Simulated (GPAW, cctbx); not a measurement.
# What do these deviations say about the bonding?

Sr2MnPbO6, Fm-3m (no. 225), a = 8.0957 Å, b = 8.0957 Å, c = 8.0957 Å, α = 90.00°, β = 90.00°, γ = 90.00°.

```csv
atom,mult.,x,y,z
Pb1,4,1/2,0,0
Sr1,8,1/4,1/4,3/4
Mn1,4,0,0,0
O1,24,0,0,0.7633
```

The cell comes from substitution in a known structure type and wasn't matched to any measured phase.

Absolute values of the static structure factors of the conventional cell from DFT (PBE, GPAW) against free spherical atoms, in electrons:

| hkl | d (Å) | free atoms | crystal |
| --- | --- | --- | --- |
| 111 | 4.674 | 204.24 | 203.18 |
| 020 | 4.048 | 178.33 | 179.17 |
| 022 | 2.862 | 567.55 | 564.33 |
| 131 | 2.441 | 204.95 | 205.41 |
| 222 | 2.337 | 14.46 | 21.00 |
| 040 | 2.024 | 670.05 | 674.38 |
| 133 | 1.857 | 204.26 | 205.14 |
| 042 | 1.810 | 139.06 | 140.47 |
| 242 | 1.653 | 481.68 | 481.94 |
| 333 | 1.558 | 202.91 | 203.64 |

**Question.** Which way does charge move, and which reflections show it best?

Project each element's phase sum on the total phase. |F| rises if density moves to atoms that scatter in phase and falls if it moves to atoms that scatter against it; the rule is for low angles, since changes of shape take over beyond. Where all elements are in phase the terms compete, and the compactness of the donor's and the acceptor's density matters too.

| hkl | Pb in phase | Sr in phase | Mn in phase | O in phase | change (e) | (%) |
| --- | --- | --- | --- | --- | --- | --- |
| 111 | +4.0 | 0.0 | -4.0 | -2.0 | -1.06 | -0.5 |
| 020 | +4.0 | -8.0 | +4.0 | +8.1 | +0.84 | +0.5 |
| 022 | +4.0 | +8.0 | +4.0 | -7.8 | -3.22 | -0.6 |
| 131 | +4.0 | 0.0 | -4.0 | +0.6 | +0.46 | +0.2 |
| 222 | -4.0 | +8.0 | -4.0 | +23.7 | +6.54 | +45.2 |
| 040 | +4.0 | +8.0 | +4.0 | +23.6 | +4.33 | +0.6 |
| 133 | +4.0 | 0.0 | -4.0 | +3.3 | +0.88 | +0.4 |
| 042 | +4.0 | -8.0 | +4.0 | +7.7 | +1.41 | +1.0 |

Low-angle reflections that set elements apart and change by more than 0.05 e: 111, 020, 022, 131, 222, 133 and 042. The signs fit a gain of density on O and a loss on Pb, Sr and Mn, apart from 131. The best witness is 222, +45.2 %, where O enters with +23.7. The real-space density agrees: Voronoi charges Pb +0.57, Sr +0.28, Mn +0.38, O -0.25 e. The shortest bond, Mn–O, has Δρ = +0.04 e/Å³ at its midpoint, low for a shared bond; with the charge transfer this is a polar contact. Limits: a ferromagnetic start is the only order tried, and the real ground state may be antiferromagnetic or insulating; no Hubbard U on Mn.

[Outputs are excerpts: Python notices, other lines and further rows are left out; steps that failed or that the build refused (PBEsol, TPSS) are not shown.]

[Logs are printed without paths, hosts, clocks, repeated set-up lines and the standing remarks that a program may print on its own settings, such as how far it seeks lower states.]
